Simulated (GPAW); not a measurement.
# The basis that the transmission of methoxybenzenedithiol between two Al chains needs

How well does methoxybenzenedithiol between two Al chains conduct at low bias, and how far do basis and functional move the answer?

Method: GPAW LCAO, PAW setups; Landauer transmission from Green's functions with principal layers (ASE), zero bias, in GPAW 26.7.0.

This is a report of a sequence of runs, with most program output left out.

## (1) Starting point

The cell holds 28 atoms: 12 Al, 2 S, 6 H, 7 C and 1 O. Its edges and angles: a = 14.049 Å, b = 9.079 Å, c = 36.460 Å, α = 90.0°, β = 90.0°, γ = 90.0°. Regions: left lead, 6 atoms (6 Al); channel, 16 atoms (2 S, 6 H, 7 C and 1 O); right lead, 6 atoms (6 Al). Vacuum lies along a and b. The structure is stacked along c, and the current runs across the ab planes.

## (2) Double-zeta polarised basis

Localised orbitals split the wire into layers that couple to their neighbours alone, which is what the Green's function method needs; double zeta with polarisation is the usual level for numbers.

The input, run.py:

```python
import json
import numpy as np
from ase import Atoms
from ase.transport.calculators import TransportCalculator
from gpaw import GPAW, FermiDirac
from gpaw.lcao.tools import get_lcao_hamiltonian
from scipy.linalg import eigh

# The junction with lead layers at both ends, along the third cell vector
device = Atoms(
    ['Al', 'Al', 'Al', 'Al', 'Al', 'Al', 'S', 'H', 'C', 'C', 'H', 'C', 'C', 'H', 'C', 'H', 'H', 'C', 'C', 'O', 'H', 'S', 'Al', 'Al', 'Al', 'Al', 'Al', 'Al'],
    positions=[
        [7.02463, 4.53925, 1.20000],
        [7.02463, 4.53925, 3.60000],
        [7.02463, 4.53925, 6.00000],
        [7.02463, 4.53925, 8.40000],
        [7.02463, 4.53925, 10.80000],
        [7.02463, 4.53925, 13.20000],
        [7.75599, 3.89015, 15.17073],
        [5.15797, 4.03198, 16.50094],
        [7.28937, 4.04201, 16.88269],
        [5.94408, 4.08729, 17.24986],
        [9.32072, 4.05166, 17.55370],
        [8.28296, 4.09680, 17.86823],
        [5.59098, 4.19895, 18.59542],
        [4.53819, 4.23399, 18.86722],
        [7.94000, 4.20833, 19.22151],
        [10.52475, 5.05164, 19.29212],
        [10.46980, 3.25000, 19.43546],
        [6.58017, 4.26148, 19.58368],
        [10.22734, 4.20307, 19.91683],
        [8.84678, 4.27225, 20.25135],
        [10.79925, 4.25975, 20.84802],
        [6.05604, 4.40505, 21.28881],
        [7.02463, 4.53925, 23.25956],
        [7.02463, 4.53925, 25.65956],
        [7.02463, 4.53925, 28.05956],
        [7.02463, 4.53925, 30.45956],
        [7.02463, 4.53925, 32.85956],
        [7.02463, 4.53925, 35.25956]],
    cell=[[14.04925, 0.0, 0.0], [0.0, 9.0785, 0.0], [0.0, 0.0, 36.45956]],
    pbc=True)

# One principal layer of the lead: the first 4 atoms of the device
lead = Atoms(
    ['Al', 'Al', 'Al', 'Al'],
    positions=[
        [7.02463, 4.53925, 1.20000],
        [7.02463, 4.53925, 3.60000],
        [7.02463, 4.53925, 6.00000],
        [7.02463, 4.53925, 8.40000]],
    cell=[[14.04925, 0.0, 0.0], [0.0, 9.0785, 0.0], [0.0, 0.0, 9.6]],
    pbc=True)

settings = dict(mode='lcao', basis='dzp', xc='PBE', h=0.18,
                occupations=FermiDirac(0.1), maxiter=250,
                mixer=dict(beta=0.1, nmaxold=8, weight=100.0),
                convergence=dict(density=0.0001))
energies = np.arange(-3, 3 + 1e-9, 0.075)
eta = 0.0001
n1, n2 = 1, 1
# k and -k transmit alike, so half of the mesh across the current serves
mesh = [(i, j) for i in range(n1) for j in range(n2) if (i, j) <= (-i % n1, -j % n2)]
weights = np.array([1 if (i, j) == (-i % n1, -j % n2) else 2 for i, j in mesh]) / (n1 * n2)


def ground_state(atoms, size, txt):
    atoms.calc = GPAW(kpts={'size': size, 'gamma': True}, symmetry={'tolerance': 1e-3}, txt=txt, **settings)
    atoms.get_potential_energy()
    return atoms.calc.get_fermi_level()


def blocks(atoms, fermi, points, nz, cells):
    """H - E_F S and S between cell 0 and the cells above it, at each point across the current."""
    kz = np.arange(nz) / nz
    calc = atoms.calc.fixed_density(kpts=[(*k, z) for k in points for z in kz], symmetry='off', txt=None)
    H, S = get_lcao_hamiltonian(calc)
    H = (H - fermi * S).reshape(len(H), len(points), nz, *S.shape[1:])
    S = S.reshape(H.shape[1:])
    phases = [np.exp(-2j * np.pi * kz * R) / nz for R in cells]
    return [(np.einsum('skzij,z->ksij', H, p), np.einsum('kzij,z->kij', S, p)) for p in phases]


def pair(a, b):
    return np.block([[a, b], [b.T.conj(), a]])


def count_channels(h, s, cells, nk=240):
    """Half the number of times that the lead's bands cross each energy, unfolded to its shortest repeat."""
    b = len(h) // cells
    bands = []
    for k in (np.arange(nk + 1) + 0.5) / nk:
        hk, sk = h[:b, :b].copy(), s[:b, :b].copy()
        for R in range(1, cells):
            phase, block = np.exp(2j * np.pi * k * R), slice(R * b, (R + 1) * b)
            hk += h[:b, block] * phase + (h[:b, block] * phase).T.conj()
            sk += s[:b, block] * phase + (s[:b, block] * phase).T.conj()
        w, u = eigh(sk)
        x = u[:, w > 1e-5] / w[w > 1e-5]**0.5  # drop near-dependent combinations
        bands.append(np.r_[eigh(x.T.conj() @ hk @ x, eigvals_only=True), [1e9] * (w <= 1e-5).sum()])
    below = np.array(bands)[:, :, None] < energies
    return (below[1:] != below[:-1]).sum((0, 1)) / 2


fermi_lead = ground_state(lead, (1, 1, 12), 'lead.txt')
fermi_device = ground_state(device, (1, 1, 2), 'device.txt')
T, channels, eigen, tail, misfit, shifts = [], [], [], 0.0, 0.0, []
for first in range(0, len(mesh), 141):
    points = [(i / n1, j / n2) for i, j in mesh[first:first + 141]]
    (H0k, S0k), (H1k, S1k), (H2k, _) = blocks(lead, fermi_lead, points, 5, range(3))
    [(Hk, Sk)] = blocks(device, fermi_device, points, 2, [0])
    tail = max(tail, abs(H2k).max())
    for H0, S0, H1, S1, H, S in zip(H0k, S0k, H1k, S1k, Hk, Sk):
        n = len(S0)
        # Shift the lead onto the potential of the device's first layer
        shift = ((H[:, 0, 0] - H0[:, 0, 0]) / S0[0, 0]).real.mean()
        shifts.append(shift)
        misfit = max(misfit, abs(H[:, :n, :n] - H0 - shift * S0).max())
        Tk, Ck, Ek = [], [], []
        for s in range(len(H)):
            t = s % len(H0)  # a lead without moments serves both spins
            h1, s1 = pair(H0[t] + shift * S0, H1[t] + shift * S1), pair(S0, S1)
            leads = dict(h1=h1, s1=s1, energies=energies, eta=eta, eta1=eta, eta2=eta)
            calc = TransportCalculator(h=H[s], s=S, eigenchannels=3, **leads)
            Tk.append(calc.get_transmission())
            Ek.append(np.sort(calc.eigenchannels_ne, axis=0)[::-1])
            Ck.append(count_channels(h1, s1, 8))
        T.append(Tk)
        channels.append(Ck)
        eigen.append(Ek)
T, channels = np.array(T), np.array(channels)
mean, open_channels = np.einsum('kse,k->se', T, weights), np.einsum('kse,k->se', channels, weights)

print(f'basis functions: device {len(S)}, principal layer {n}')
print(f'Fermi level: lead {fermi_lead:.4f} eV, device {fermi_device:.4f} eV; lead shifted by {np.mean(shifts):.4f} eV')
print(f'largest coupling past the next layer {tail:.2e} eV, largest misfit of the first layer {misfit:.3f} eV')
print('  E-E_F (eV)   ' + 'T (one spin)  channels')
for e, t, c in zip(energies, mean.T, open_channels.T):
    print(f'{e:10.3f}  ', *[f'{x:11.4e}' for x in t], *[f'{x:9.4f}' for x in c])

kT = 8.617333e-5 * 500
fine = np.linspace(energies[0], energies[-1], 4001)
both = np.exp(np.interp(fine, energies, np.log(np.maximum(mean.sum(0) * 2 / len(mean), 1e-30))))
fermi = lambda mu: 1 / (1 + np.exp(np.clip((fine - mu) / kT, -200, 200)))
slope = fermi(0) * (1 - fermi(0)) / kT
G = np.trapezoid(both * slope, fine) / 2
seebeck = -np.trapezoid(both * slope * fine, fine) / (2 * G * 500) * 1e6
print(f'conductance at 500 K: {G:.5g} G0 a cell; thermopower {seebeck:.4g} uV/K')
bias = [0.1, 0.2, 0.5, 1.0, 1.5, 2.0]
current = [38.74 * np.trapezoid(both * (fermi(V / 2) - fermi(-V / 2)), fine) for V in bias]
for V, I in zip(bias, current):
    print(f'current from the zero-bias T(E) at {V} V: {I:.5g} uA')
zero = abs(energies).argmin()
json.dump(dict(energies=energies.tolist(), T=mean.tolist(), channels=open_channels.tolist(), G=G, seebeck=seebeck,
               bias=bias, current=current, tail=tail, misfit=misfit, shift=np.mean(shifts), n_device=len(S), n_lead=n,
               fermi=[fermi_lead, fermi_device], energy=device.get_potential_energy(),
               moments=device.get_magnetic_moments().tolist(), mesh=mesh, weights=weights.tolist(),
               T_k=T[:, :, zero].tolist(), eigen=np.array(eigen[0]).tolist()), open('result.json', 'w'))
```

Command:

```bash
$ OMP_NUM_THREADS=1 OPENBLAS_NUM_THREADS=1 python run.py
```

The job ended after 2.3 min (1 thread of Arm Neoverse V2, shared host; peak memory 2.4 GiB).

Numbers from this step:

```
conductance                                             : 0.08199 G₀
thermopower                                             : -11.97 μV/K
largest coupling past the next principal layer          : 9.69e-16 eV
largest misfit of the first principal layer             : 0.05230 eV
shift that aligns the lead                              : -0.004706 eV
basis functions of the junction                         : 316
basis functions of a principal layer                    : 52
transmission at the Fermi level (one spin)              : 0.08550
open channels of the lead at the Fermi level (one spin) : 2
```

One spin. Table of transmission, zone mean by energy, zero at the Fermi level:

| energy (eV) | transmission, zone mean |
| --- | --- |
| -3.00 | 0.0178 |
| -2.77 | 0.00617 |
| -2.55 | 0.00119 |
| -2.40 | 4.9e-5 |
| -2.17 | 3.5e-5 |
| -1.95 | 6.2e-8 |
| -1.73 | 0.00189 |
| -1.57 | 5.7e-5 |
| -1.35 | 2.7e-6 |
| -1.12 | 0 |
| -0.90 | 0 |
| -0.75 | 0 |
| -0.53 | 0 |
| -0.30 | 0.0352 |
| -0.07 | 0.0766 |
| 0.00 | 0.0855 |
| 0.07 | 0.0880 |
| 0.30 | 0.0838 |
| 0.53 | 0.136 |
| 0.60 | 0.241 |
| 0.75 | 0.0421 |
| 0.90 | 0.0337 |
| 1.12 | 0.0725 |
| 1.35 | 0.102 |
| 1.57 | 0.156 |
| 1.73 | 0.221 |
| 1.95 | 0.434 |
| 2.17 | 0.954 |
| 2.25 | 0.992 |
| 2.40 | 0.0906 |
| 2.55 | 1.01 |
| 2.77 | 0.442 |
| 3.00 | 0.241 |

Crossings of the lead's bands, unfolded to its shortest repeat. The open channels, zone mean by energy, zero at the Fermi level:

| energy (eV) | open channels, zone mean |
| --- | --- |
| -3.00 | 1 |
| -2.85 | 1 |
| -2.70 | 1 |
| -2.55 | 1 |
| -2.33 | 1 |
| -2.17 | 1 |
| -2.02 | 1 |
| -1.88 | 1 |
| -1.73 | 1 |
| -1.57 | 1 |
| -1.35 | 1 |
| -1.20 | 0 |
| -1.05 | 0 |
| -0.90 | 0 |
| -0.75 | 0 |
| -0.60 | 0 |
| -0.38 | 2 |
| -0.23 | 2 |
| -0.07 | 2 |
| 0.00 | 2 |
| 0.07 | 2 |
| 0.23 | 2 |
| 0.38 | 2 |
| 0.60 | 2 |
| 0.75 | 2 |
| 0.90 | 2 |
| 1.05 | 3 |
| 1.20 | 3 |
| 1.35 | 3 |
| 1.57 | 3 |
| 1.73 | 3 |
| 1.88 | 3 |
| 2.02 | 3 |
| 2.17 | 3 |
| 2.33 | 3 |
| 2.55 | 3 |
| 2.70 | 3 |
| 2.85 | 3 |
| 3.00 | 3 |

Not self-consistent under bias; the bias window is split evenly. Table of current through one cell, from the zero-bias transmission by bias:

| bias (V) | current through one cell, from the zero-bias transmission (μA) |
| --- | --- |
| 0.100 | 0.632 |
| 0.200 | 1.25 |
| 0.500 | 2.90 |
| 1.000 | 5.20 |
| 1.500 | 8.20 |
| 2.000 | 9.19 |

The transmission of the three most open eigenchannels by energy, zero at the Fermi level:

| energy (eV) | channel 1 | channel 2 | channel 3 |
| --- | --- | --- | --- |
| -3.00 | 0.0178 | 0 | 0 |
| -2.77 | 0.00617 | 0 | 0 |
| -2.55 | 0.00119 | 0 | 0 |
| -2.40 | 4.9e-5 | 0 | 0 |
| -2.17 | 3.5e-5 | 0 | 0 |
| -1.95 | 6.2e-8 | 0 | 0 |
| -1.73 | 0.00189 | 0 | 0 |
| -1.57 | 5.7e-5 | 0 | 0 |
| -1.35 | 2.7e-6 | 0 | 0 |
| -1.12 | 0 | 0 | 0 |
| -0.90 | 0 | 0 | 0 |
| -0.75 | 0 | 0 | 0 |
| -0.53 | 0 | 0 | 0 |
| -0.30 | 0.0348 | 3.1e-4 | 0 |
| -0.07 | 0.0756 | 9.7e-4 | 0 |
| 0.00 | 0.0844 | 0.00111 | 0 |
| 0.07 | 0.0868 | 0.00117 | 0 |
| 0.30 | 0.0825 | 0.00133 | 0 |
| 0.53 | 0.134 | 0.00199 | 0 |
| 0.75 | 0.0421 | 2.2e-5 | 4.6e-8 |
| 0.90 | 0.0333 | 3.8e-4 | 5.3e-9 |
| 1.12 | 0.0693 | 0.00270 | 4.9e-4 |
| 1.35 | 0.0974 | 0.00432 | 5.8e-4 |
| 1.57 | 0.148 | 0.00683 | 6.0e-4 |
| 1.73 | 0.211 | 0.00915 | 6.0e-4 |
| 1.95 | 0.420 | 0.0138 | 5.9e-4 |
| 2.17 | 0.934 | 0.0197 | 5.7e-4 |
| 2.40 | 0.0879 | 0.00267 | 1.7e-6 |
| 2.55 | 0.971 | 0.0373 | 5.7e-4 |
| 2.77 | 0.393 | 0.0484 | 5.5e-4 |
| 3.00 | 0.179 | 0.0613 | 5.4e-4 |

Couplings past the next layer reach 9.7e-16 eV, small enough to drop; the matrix elements of the cell's first layer differ from the bulk lead's by up to 0.052 eV. That layer keeps its own values in the calculation, and only beyond it is the lead taken as perfect. The Fermi levels of lead and junction count from different zeros of potential, one for each periodic cell; with both set to zero, the small remaining shift is what aligns them. By hand: G = 0.08199 × 77.48 μS = 6.35 μS, a resistance of 157 kΩ; at 0.1 V a linear junction would pass 0.635 μA, and the integral over the bias window gives 0.632 μA. Mott's formula, S = -(π²/3)(k_B²T/e) d ln T/dE, has the prefactor 12.2 μV/K·eV at 500 K; T = 0.07660 at -0.075 eV and 0.08796 at 0.075 eV give a slope of 0.922 per eV and S = -11.3 μV/K, beside -12.0 μV/K from the thermal integral, which interpolates the same grid.

## (3) GPAW, szp: basis = "szp(dzp)"

One radial function a shell plus polarisation makes the matrices smaller; the question is what that costs.

run.py, as its differences from that of step 2:

```diff
@@ -54,3 +54,3 @@
 
-settings = dict(mode='lcao', basis='dzp', xc='PBE', h=0.18,
+settings = dict(mode='lcao', basis='szp(dzp)', xc='PBE', h=0.18,
                 occupations=FermiDirac(0.1), maxiter=250,
```

It took 2 min on 1 thread; peak memory 2.4 GiB.

Numbers from this step:

```yaml
conductance: 0.09941 G₀
largest_coupling_past_the_next_principal_layer: 1.40e-15 eV
largest_misfit_of_the_first_principal_layer: 0.05122 eV
shift_that_aligns_the_lead: -0.009478 eV
basis_functions_of_the_junction: 222
basis_functions_of_a_principal_layer: 36
transmission_at_the_fermi_level_one_spin: 0.1026
```

One spin. The transmission, zone mean by energy, zero at the Fermi level:

| energy (eV) | transmission, zone mean |
| --- | --- |
| -3.00 | 0.0124 |
| -2.77 | 0.00259 |
| -2.55 | 8.2e-4 |
| -2.40 | 2.8e-4 |
| -2.17 | 4.8e-5 |
| -1.95 | 6.4e-5 |
| -1.73 | 2.9e-5 |
| -1.57 | 9.2e-6 |
| -1.35 | 0 |
| -1.12 | 0 |
| -0.90 | 0 |
| -0.75 | 0 |
| -0.53 | 0 |
| -0.30 | 0.0352 |
| -0.07 | 0.0868 |
| 0.00 | 0.103 |
| 0.07 | 0.112 |
| 0.30 | 0.141 |
| 0.53 | 0.409 |
| 0.75 | 0.0625 |
| 0.90 | 0.113 |
| 1.12 | 0.190 |
| 1.35 | 0.366 |
| 1.57 | 0.824 |
| 1.65 | 0.996 |
| 1.73 | 0.834 |
| 1.95 | 0.983 |
| 2.17 | 0.482 |
| 2.40 | 0.255 |
| 2.55 | 0.191 |
| 2.77 | 0.146 |
| 3.00 | 0.131 |

Crossings of the lead's bands, unfolded to its shortest repeat. The open channels, zone mean by energy, zero at the Fermi level:

| energy (eV) | open channels, zone mean |
| --- | --- |
| -3.0000 | 1 |
| -2.7750 | 1 |
| -2.4750 | 1 |
| -2.2500 | 1 |
| -2.0250 | 1 |
| -1.7250 | 1 |
| -1.5000 | 1 |
| -1.2750 | 0 |
| -0.9750 | 0 |
| -0.7500 | 0 |
| -0.5250 | 0 |
| -0.2250 | 2 |
| 0.0000 | 2 |
| 0.2250 | 2 |
| 0.5250 | 2 |
| 0.7500 | 3 |
| 0.9750 | 3 |
| 1.2750 | 3 |
| 1.5000 | 3 |
| 1.7250 | 3 |
| 2.0250 | 3 |
| 2.2500 | 3 |
| 2.4750 | 3 |
| 2.7750 | 3 |
| 3.0000 | 3 |

Not self-consistent under bias; the bias window is split evenly. Table of current through one cell, from the zero-bias transmission by bias:

| bias (V) | current through one cell, from the zero-bias transmission (μA) |
| --- | --- |
| 0.100 | 0.768 |
| 0.200 | 1.52 |
| 0.500 | 3.68 |
| 1.000 | 8.33 |
| 1.500 | 10.8 |
| 2.000 | 12.8 |

The transmission of the three most open eigenchannels by energy, zero at the Fermi level:

| energy (eV) | channel 1 | channel 2 | channel 3 |
| --- | --- | --- | --- |
| -3.00 | 0.0124 | 0 | 0 |
| -2.77 | 0.00259 | 0 | 0 |
| -2.55 | 8.2e-4 | 0 | 0 |
| -2.40 | 2.8e-4 | 0 | 0 |
| -2.17 | 4.8e-5 | 0 | 0 |
| -1.95 | 6.4e-5 | 0 | 0 |
| -1.73 | 2.9e-5 | 0 | 0 |
| -1.57 | 9.2e-6 | 0 | 0 |
| -1.35 | 0 | 0 | 0 |
| -1.12 | 0 | 0 | 0 |
| -0.90 | 0 | 0 | 0 |
| -0.75 | 0 | 0 | 0 |
| -0.53 | 0 | 0 | 0 |
| -0.30 | 0.0346 | 5.8e-4 | 0 |
| -0.07 | 0.0855 | 0.00132 | 0 |
| 0.00 | 0.101 | 0.00144 | 0 |
| 0.07 | 0.111 | 0.00146 | 0 |
| 0.30 | 0.140 | 0.00153 | 0 |
| 0.53 | 0.403 | 0.00592 | 7.1e-10 |
| 0.75 | 0.0610 | 0.00140 | 5.7e-5 |
| 0.90 | 0.110 | 0.00247 | 6.6e-4 |
| 1.12 | 0.186 | 0.00401 | 7.4e-4 |
| 1.35 | 0.359 | 0.00628 | 7.2e-4 |
| 1.57 | 0.814 | 0.00950 | 6.9e-4 |
| 1.73 | 0.822 | 0.0118 | 6.6e-4 |
| 1.95 | 0.964 | 0.0184 | 6.5e-4 |
| 2.17 | 0.456 | 0.0252 | 6.1e-4 |
| 2.40 | 0.221 | 0.0334 | 5.8e-4 |
| 2.55 | 0.151 | 0.0396 | 5.7e-4 |
| 2.77 | 0.0956 | 0.0500 | 5.5e-4 |
| 3.00 | 0.0733 | 0.0571 | 5.3e-4 |

The conductance, 0.0994 G₀, lies 21 % above that of the dzp run.

## (4) GPAW, sz: basis = "sz(dzp)"

One function for each valence shell of the setup, as for a first survey of a large system.

run.py, as its differences from that of step 3:

```diff
@@ -54,3 +54,3 @@
 
-settings = dict(mode='lcao', basis='szp(dzp)', xc='PBE', h=0.18,
+settings = dict(mode='lcao', basis='sz(dzp)', xc='PBE', h=0.18,
                 occupations=FermiDirac(0.1), maxiter=250,
```

The job ended after 90 s (1 thread; peak memory 2.2 GiB).

Numbers from this step:

- conductance: 0.1380 G₀
- thermopower: -22.20 μV/K
- largest coupling past the next principal layer: 7.85e-16 eV
- largest misfit of the first principal layer: 0.05743 eV
- shift that aligns the lead: -7.05e-4 eV
- basis functions of the junction: 94
- basis functions of a principal layer: 16
- transmission at the Fermi level (one spin): 0.1409

One spin. Table of transmission, zone mean by energy, zero at the Fermi level:

energy (eV), transmission, zone mean and a bar:
```
    -3.00      0.048 #
    -2.85      0.004 
    -2.70      0.002 
    -2.55      0.000 
    -2.33      0.000 
    -2.17      0.000 
    -2.02      0.000 
    -1.88      0.000 
    -1.73      0.000 
    -1.57      0.000 
    -1.35      0.000 
    -1.20      0.000 
    -1.05      0.000 
    -0.90      0.000 
    -0.75      0.000 
    -0.60      0.000 
    -0.38      0.036 #
    -0.23      0.069 ##
    -0.07      0.122 ####
     0.00      0.141 ####
     0.07      0.153 #####
     0.23      0.197 ######
     0.38      0.535 ################
     0.60      0.045 #
     0.75      0.087 ###
     0.90      0.109 ###
     1.05      0.139 ####
     1.20      0.186 ######
     1.35      0.266 ########
     1.57      0.542 ################
     1.73      0.976 ##############################
     1.88      0.670 ####################
     2.02      0.987 ##############################
     2.17      0.690 #####################
     2.33      0.395 ############
     2.55      0.181 ######
     2.70      0.118 ####
     2.85      0.084 ###
     3.00      0.064 ##
```

The conductance, 0.138 G₀, lies 68 % above that of the dzp run.

## (5) RPBE in the dzp basis: xc = "RPBE"

Back in the dzp basis, the functional changes from PBE to RPBE, to set the spread between functionals beside that between bases.

run.py, as its differences from that of step 4:

```diff
@@ -54,3 +54,3 @@
 
-settings = dict(mode='lcao', basis='sz(dzp)', xc='PBE', h=0.18,
+settings = dict(mode='lcao', basis='dzp', xc='RPBE', h=0.18,
                 occupations=FermiDirac(0.1), maxiter=250,
```

The job ended after 2.5 min (1 thread; peak memory 2.4 GiB).

This step gave:

| Quantity | Value |
| --- | --- |
| conductance | 0.07849 G₀ |
| thermopower | -11.11 μV/K |
| largest coupling past the next principal layer | 1.26e-15 eV |
| largest misfit of the first principal layer | 0.05112 eV |
| shift that aligns the lead | -0.005328 eV |
| basis functions of the junction | 316 |
| basis functions of a principal layer | 52 |
| transmission at the Fermi level (one spin) | 0.08189 |

The conductance, 0.0785 G₀, lies 4.3 % below that of the dzp run.

## (6) Cost and result by level

Times are for 1 thread of Arm Neoverse V2, shared host. Results by setting:

| no. | run | conductance (G₀) | time | memory (GiB) |
| --- | --- | --- | --- | --- |
| 1 | dzp | 0.08199 | 2.3 min | 2.4 |
| 2 | szp | 0.09941 | 2 min | 2.4 |
| 3 | sz | 0.1380 | 90 s | 2.2 |
| 4 | dzp RPBE | 0.07849 | 2.5 min | 2.4 |

[end of part 1 of 2]

[Logs are printed without paths, hosts, clocks, repeated set-up lines and the standing remarks that a program may print on its own settings, such as how far it seeks lower states.]

[Hosts, paths, dates, database ids (printed as entryN), source tags and the programs' standing remarks are cut or masked in the printed files.]
